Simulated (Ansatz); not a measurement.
## CsIn (built on the sites of a database entry of NaB): following an unstable mode

Wanted: the energy along a soft mode of CsIn (built on the sites of a database entry of NaB) and the structure at the end.

Program: Ansatz 0.2.0. Level of theory: DFT PBEsol, scalar-relativistic, plane waves, PAW. Results are calculated unless marked as measured.

Most raw output is cut from this account.

The structure was built from a prototype and need not be the compound's stable phase.

### Step 1. The structure

The structure is cubic, space group Fm-3m (No. 225). Conventional cell: a = 7.733 Å, b = 7.733 Å, c = 7.733 Å, α = 90.00°, β = 90.00°, γ = 90.00°. Nearest to Cs lie 6 In at 3.87 Å. Nearest to In lie 6 Cs at 3.87 Å. Farther neighbours are not listed.

### Step 2. Response at finite wavevector

The cell comes from relaxations at this level that are not shown. Stability and thermal properties need the whole zone. Linear response on a 2×2×2 q mesh gives force constants as far as a supercell of that size would.

Contents of input.yaml:

```yaml
crystal:
  lattice:
    - [0.0, 3.8663539638, 3.8663539638]
    - [3.8663539638, 0.0, 3.8663539638]
    - [3.8663539638, 3.8663539638, 0.0]
  atoms:
    - { symbol: Cs, position: [0.0, 0.0, 0.0] }
    - { symbol: In, position: [0.5, 0.5, 0.5] }
kpoints:
  mp_grid: { grid: [8, 8, 8] }
hamiltonian:
  xc: pbesol
scf:
  occupations: { method: methfessel_paxton, width: 0.15 }
output:
  eigenvalues: true
phonons:
  method: dfpt
  qmesh: [2, 2, 2]
  temperatures: { t_max: 1000, t_step: 50 }
  qpath:
    path:
      - [[0.0, 0.0, 0.0], [0.5, 0.0, 0.5], [0.625, 0.25, 0.625]]
      - [[0.375, 0.375, 0.75], [0.0, 0.0, 0.0], [0.5, 0.5, 0.5], [0.5, 0.25, 0.75], [0.5, 0.0, 0.5]]
    npoints: 10
```

Started as:

```console
ansatz run input.yaml --threads 4 --pin off --max-ram 7168MiB --backend cpu --events-out ev --progress --plain --runs-dir out
```

Wall time 32 s (4 threads of Arm Neoverse V2, shared host); peak memory 1.1 GiB; 2 min of CPU time.

This step gave:

```
volume per atom                                         : 57.80 Å³
gap on the k-mesh                                       : 0 eV
sum-rule residual before enforcement                    : 1.12e-4 eV/Å²
lowest frequency on the path                            : -51.21 cm⁻¹
point group                                             : m-3m
highest frequency on the path or at a solved wavevector : 65.9 cm⁻¹
highest optical mode at the zone centre (no LO-TO term) : 62.11 cm⁻¹
lowest optical zone-centre mode                         : 62.11 cm⁻¹
lowest mode on the q mesh (acoustic modes at Γ apart)   : -51.21 cm⁻¹
```

Frequencies (cm⁻¹) solved at each irreducible wavevector; negative means imaginary. Frequencies by wavevector, by row:

```tsv
q in reciprocal lattice units	star	mode 1	mode 2	mode 3	mode 4	mode 5	mode 6
0 0 0	1	0	0	0	62.1	62.1	62.1
0 0 -0.5	4	-15.6	40.6	40.6	42.4	42.4	47.1
0 -0.5 -0.5	3	-51.2	-29.4	-29.4	65.3	65.3	65.9
```

Interpolated from a 2×2×2 q mesh. Phonon branches along the path, in cm⁻¹:

```tsv
point	branch 1	branch 2	branch 3	branch 4	branch 5	branch 6
Γ	0	0	0	62	62	62
halfway	-21	-21	21	48	64	64
X	-51	-29	-29	65	65	66
halfway	-50	-28	-26	64	64	66
U	-46	-23	-14	58	60	65
jump to K	-46	-23	-14	58	60	65
halfway	-25	23	35	47	48	63
Γ	0	0	0	62	62	62
halfway	-3	22	22	54	56	56
L	-16	41	41	42	42	47
halfway	-33	-23	36	44	58	60
W	-41	-41	39	43	65	65
halfway	-48	-33	-11	59	65	66
X	-51	-29	-29	65	65	66
```

Symmetry leaves 3 wavevectors to solve. The lowest mode among them, the acoustic zeros apart, lies at q = (0, -0.5, -0.5) and is imaginary, 51.2i cm⁻¹, so the energy falls along it.

### Step 3. The mode frozen in, largest atomic shift 0 Å

The mode followed lies at q = (0, -0.5, -0.5) with frequency 51.2i cm⁻¹, the softest among the wavevectors solved. At small amplitude the distorted cell has space group no. 129 by a symmetry search on the positions. The undistorted cell that holds it gives the zero of energy on the same k mesh.

System of this step: CsIn (built on the sites of a database entry of NaB). Symmetry: Fm-3m, No. 225, cubic system. The conventional cell has a = 7.733 Å, b = 7.733 Å, c = 7.733 Å, α = 90.00°, β = 90.00°, γ = 90.00°. Nearest to Cs lie 6 In at 3.87 Å. Nearest to In lie 6 Cs at 3.87 Å. Farther neighbours are not listed.

Contents of input.yaml:

```yaml
crystal:
  lattice:
    - [0.0, -3.8663539638, -3.8663539638]
    - [0.0, 3.8663539638, -3.8663539638]
    - [7.7327079276, 0.0, 0.0]
  atoms:
    - { symbol: Cs, position: [0.5, 0.5, 0.5] }
    - { symbol: Cs, position: [0.0, 1.0, 0.0] }
    - { symbol: In, position: [0.5, 0.5, 0.0] }
    - { symbol: In, position: [0.0, 0.0, 0.5] }
kpoints:
  mp_grid: { grid: [8, 8, 6] }
hamiltonian:
  xc: pbesol
scf:
  occupations: { method: methfessel_paxton, width: 0.15 }
output:
  forces: true
  stress: true
  eigenvalues: true
```

Run time: 4.5 s. Hardware: 4 threads; peak memory 0.7 GiB.

Numbers from this step:

| Item | Value |
| --- | --- |
| pressure | 0.009220 GPa |
| energy from the undistorted cell | 0 meV/atom |

The run ends at a pressure of 0.01 GPa.

### Step 4. The mode frozen in, largest atomic shift 0.6 Å

The atoms are moved along the unstable eigenvector, the largest shift by 0.6 Å, with the cell fixed.

input.yaml, the sections that differ from step 3:

```yaml
crystal:
  lattice:
    - [0.0, -3.8663539638, -3.8663539638]
    - [0.0, 3.8663539638, -3.8663539638]
    - [7.7327079276, 0.0, 0.0]
  atoms:
    - { symbol: Cs, position: [0.5, 0.5, 0.5454191878] }
    - { symbol: Cs, position: [0.0, 1.0, -0.0454191878] }
    - { symbol: In, position: [0.5, 0.5, 0.0775924819] }
    - { symbol: In, position: [0.0, 0.0, 0.4224075181] }
# kpoints, hamiltonian, scf, output: as in step 3
```

It took 4.8 s on 4 threads; peak memory 0.7 GiB.

Numbers from this step:

```yaml
pressure: -0.7053 GPa
energy_from_the_undistorted_cell: -90.79 meV/atom
```

The energy, extrapolated to zero smearing, is -90.79 meV/atom against the undistorted cell.

The run ends at a pressure of -0.71 GPa, with forces up to 0.24 eV/Å.

### Step 5. Energy along the mode, all amplitudes (two of the runs are shown above)

An imaginary frequency means negative curvature, so the energy should fall and then rise again as anharmonic terms take over.

This step gave:

```
depth at the lowest point sampled  : 90.79 meV/atom
largest atomic shift at that point : 0.6 Å
```

Table of energy from the parent by largest atomic shift:

```tsv
largest atomic shift (Å)	energy from the parent (meV/atom)
0.000	0
0.040	-0.619
0.080	-2.44
0.140	-7.28
0.220	-17.1
0.320	-33.9
0.450	-60.2
0.600	-90.8
```

Displacement at unit largest shift by atom:

```tsv
atom	x (Å)	y (Å)	z (Å)	size
Cs1	0.58	0.00	0.00	0.58
Cs2	-0.58	0.00	0.00	0.58
In3	1.00	0.00	0.00	1.00
In4	-1.00	0.00	0.00	1.00
```

The lowest of the steps tried is the last one, at 0.6 Å, 90.8 meV/atom below the parent; the bottom of the well need not coincide with a step.

### Step 6. Relaxing from the distorted cell

Starting from the lowest point found, all atoms and the cell are let go, so that strain and other modes of the same symmetry can join in.

Changes to input.yaml since step 4:

```diff
@@ -20 +20,6 @@
   eigenvalues: true
+relax:
+  adjacent_minimum: "off"
+  f_tol: 0.002
+  max_steps: 120
+  cell: { stress_tol: 0.03 }
```

Run time: 1.9 min. Hardware: 4 threads; peak memory 0.76 GiB.

The steps of the relaxation (22 of 24):

```tsv
step	energy less that of the first step (eV)	largest force component (eV/Å)	pressure (GPa)	volume (Å³)
1	0.0000	0.2359	-0.71	231.19
2	-0.2770	0.2229	-0.94	218.46
3	-0.5336	0.1077	-1.06	203.41
4	-0.7866	0.1257	-0.85	185.36
5	-1.0130	0.0614	-0.35	173.25
6	-1.1237	0.0652	0.48	160.52
8	-1.2010	0.0380	0.37	167.08
9	-1.2134	0.0614	0.04	172.26
10	-1.2148	0.0357	-0.08	173.18
11	-1.2159	0.0043	0.01	172.49
12	-1.2159	0.0005	-0.01	172.66
13*	-1.2628	0.0013	0.40	172.66
14	-1.3068	0.0414	0.42	174.60
15	-1.3432	0.0201	0.36	179.73
16	-1.3676	0.0208	0.14	186.23
17	-1.3757	0.0158	-0.01	192.01
19	-1.3761	0.0009	0.00	191.26
20*	-1.3815	0.0009	0.06	191.26
21	-1.3828	0.0090	0.01	194.15
22	-1.3830	0.0045	0.00	194.02
23	-1.3830	0.0002	0.00	194.18
24*	-1.3831	0.0002	0.00	194.18
```

Relaxation steps marked * repeat the geometry before them on a plane-wave basis chosen anew for their cell, so energy and pressure can jump there. Other such steps can lie between the rows shown.

Forces are held to the 16 operations that the run works with; a distortion that breaks them can't arise in this run.

```tsv
cell as run	before	after	change
a (Å)	5.468	4.113	-24.8 %
b (Å)	5.468	4.113	-24.8 %
c (Å)	7.733	11.481	+48.5 %
volume (Å³/atom)	57.80	48.54	-16.0 %
```

The atoms that moved most (Å, as changes of fractional coordinates times the final cell):

```tsv
atom	dx	dy	dz	length
In4	-1.357	0.000	0.000	1.357
In3	1.357	0.000	0.000	1.357
Cs2	0.108	0.000	0.000	0.108
Cs1	-0.108	0.000	0.000	0.108
```

The relaxed structure:

```cif
data_structure
_symmetry_space_group_name_H-M 'P 1'
_symmetry_Int_Tables_number 1
_cell_length_a 4.1126
_cell_length_b 4.1126
_cell_length_c 11.4807
_cell_angle_alpha 90.000
_cell_angle_beta 90.000
_cell_angle_gamma 90.000
_cell_volume 194.18
loop_
_atom_site_label
_atom_site_type_symbol
_atom_site_fract_x
_atom_site_fract_y
_atom_site_fract_z
_atom_site_occupancy
Cs1 Cs 0.50000 0.50000 0.53603 1
Cs2 Cs 0.00000 0.00000 0.96397 1
In3 In 0.50000 0.50000 0.19576 1
In4 In 0.00000 0.00000 0.30424 1
```

This step gave:

```
pressure        : 0.002585 GPa
volume per atom : 48.54 Å³
```

The distorted start has space group P4/nmm; the relaxation ends in P4/nmm.

### Step 7. The new phase in its own primitive cell

The relaxed structure is symmetrised, reduced to its primitive cell and relaxed tightly, as its phonons need.

input.yaml, the sections that differ from step 6:

```yaml
crystal:
  lattice:
    - [4.1125937582, 0.0, 0.0]
    - [0.0, 4.1125937582, 0.0]
    - [0.0, 0.0, 11.480700668]
  atoms:
    - { symbol: Cs, position: [0.0, 0.5, 0.2860312572] }
    - { symbol: Cs, position: [0.5, 0.0, 0.7139687428] }
    - { symbol: In, position: [0.0, 0.5, 0.9457607138] }
    - { symbol: In, position: [0.5, 0.0, 0.0542392862] }
kpoints:
  mp_grid: { grid: [10, 10, 4] }
relax:
  adjacent_minimum: "off"
  f_tol: 0.001
  max_steps: 60
  cell: { stress_tol: 0.01 }
# hamiltonian, scf, output: as in step 6
```

It took 39 s on 4 threads; peak memory 0.69 GiB.

Step by step:

```tsv
step	energy less that of the first step (eV)	largest force component (eV/Å)	pressure (GPa)	volume (Å³)
1	0.0000	0.0271	-0.10	194.18
2	-0.0010	0.0237	-0.09	193.09
3	-0.0020	0.0341	0.13	187.85
4	-0.0029	0.0110	-0.01	189.11
5	-0.0031	0.0016	0.00	189.44
6	-0.0031	0.0002	0.00	189.73
7	-0.0031	0.0003	0.00	189.75
8*	-0.0028	0.0003	0.00	189.75
```

Relaxation steps marked * repeat the geometry before them on a plane-wave basis chosen anew for their cell, so energy and pressure can jump there.

Forces are held to the 16 operations that the run works with; a distortion that breaks them can't arise in this run.

```tsv
conventional cell, symmetrised	before	after	change
a (Å)	4.113	4.067	-1.1 %
b (Å)	4.113	4.067	-1.1 %
c (Å)	11.481	11.472	-0.1 %
volume (Å³/atom)	48.54	47.44	-2.3 %
```

The atoms that moved most (Å, as changes of fractional coordinates times the final cell):

```tsv
atom	dx	dy	dz	length
In4	0.000	0.000	0.038	0.038
In3	0.000	0.000	-0.038	0.038
Cs2	0.000	0.000	-0.018	0.018
Cs1	0.000	0.000	0.018	0.018
```

This step gave:

```yaml
pressure: -1.26e-4 GPa
volume_per_atom: 47.44 Å³
```

The largest force component left is 0.33 meV/Å and the pressure is 0.000 GPa, within the tolerances set. The cell now holds 47.44 Å³/atom.

### Step 8. Modes of the new phase, k-mesh 10×10×4

A relaxed structure may still be a saddle point, so its zone-centre modes are computed. No field response is asked, since the mesh shows no gap.

input.yaml, the sections that differ from step 7:

```yaml
crystal:
  lattice:
    - [4.0670301751, 0.0, 0.0]
    - [0.0, 4.0670301751, 0.0]
    - [0.0, 0.0, 11.4716058889]
  atoms:
    - { symbol: Cs, position: [0.0, 0.5, 0.2875968563] }
    - { symbol: Cs, position: [0.5, 0.0, 0.7124031437] }
    - { symbol: In, position: [0.0, 0.5, 0.9424646364] }
    - { symbol: In, position: [0.5, 0.0, 0.0575353636] }
output:
  eigenvalues: true
phonons:
  method: dfpt
# kpoints, hamiltonian, scf: as in step 7
# relax: removed
```

Wall time 67 s (4 threads); peak memory 2.4 GiB.

Numbers from this step:

```
sum-rule residual before enforcement                    : 1.34e-4 eV/Å²
point group                                             : 4/mmm
highest optical mode at the zone centre (no LO-TO term) : 82.42 cm⁻¹
lowest optical zone-centre mode                         : 24.51 cm⁻¹
```

Patterns of degenerate modes are one choice out of their space. The modes at Γ (shares of kinetic energy by element, %):

```tsv
mode	frequency (cm⁻¹)	symmetry	Cs %	In %
1	0.0	acoustic	54	46
2	0.0	acoustic	54	46
3	0.0	acoustic	54	46
4	24.5	Eg	97	3
5	24.5	Eg	97	3
6	42.4	Eu	46	54
7	42.4	Eu	46	54
8	53.1	A1g	95	5
9	65.8	A1g	5	95
10	73.2	A2u	46	54
11	82.4	Eg	3	97
12	82.4	Eg	3	97
```

Displacements in mode 5 (24.5 cm⁻¹), the largest set to 1:
```
Cs1  0.00 -1.00  0.00
Cs2  0.00  1.00  0.00
In3  0.00  0.19  0.00
In4  0.00 -0.19  0.00
```

Displacements in mode 8 (53.1 cm⁻¹), the largest set to 1:
```
Cs1  0.00  0.00  1.00
Cs2  0.00  0.00 -1.00
In3  0.00  0.00 -0.24
In4  0.00  0.00  0.24
```

Before it was imposed, the acoustic sum rule was missed by 1.3e-4 eV/Å². Small misses are needed for a sound result but don't prove that mesh and cutoff are converged. The lowest optical mode is real, 24.5 cm⁻¹.

### Step 9. Outcome

* unstable mode of the parent: q = (0, -0.5, -0.5), 51i cm⁻¹
* depth at the lowest point sampled: 90.8 meV/atom
* largest atomic shift at that point: 0.6 Å
* space group reached (within 0.01 Å): P4/nmm
* energy gained over the parent (first relaxation, on the mesh of the frozen mode): 436 meV/atom
* volume per atom, phase reached: 47.4 Å³
* lowest optical zone-centre mode, phase reached: 24.5 cm⁻¹
* highest optical mode at the zone centre (no LO-TO term), phase reached: 82.4 cm⁻¹

**Reading.** Along this mode the structure falls into P4/nmm, 436 meV/atom below the parent. At the parent's cell the well is 90.79 meV/atom deep on the steps tried, with its lowest point at a shift of 0.6 Å. That is the last step tried, so the steps alone don't bracket the bottom of the well. Relaxing atoms and cell changes the gain by +345.13 meV/atom against the lowest step (energies at zero smearing). Most of the total comes from this relaxation. The new phase has no imaginary mode at the zone centre of its cell; other wavevectors were not checked. Of the 4 patterns followed to their end from this parent, this one ends 72.3 meV/atom above the lowest, Cmcm. Each path keeps the symmetry of its pattern, so a lower phase may lie along a pattern not tried. With no gap, or one that is small against the smearing, the frequencies hang on the k mesh and the smearing, most of all near Kohn anomalies. The volume moved by more than a tenth on the k mesh of the start, so the energy gain is rough. Spin-orbit coupling is left out, which can matter for the heavy elements here. The starting cell was built on a prototype and not taken from a measurement, so the phase need not exist.

[Logs are printed without paths, hosts, clocks, repeated set-up lines and the standing remarks that a program may print on its own settings, such as how far it seeks lower states.]

[Hosts, paths, dates, database ids (printed as entryN), source tags and the programs' standing remarks are cut or masked in the printed files.]
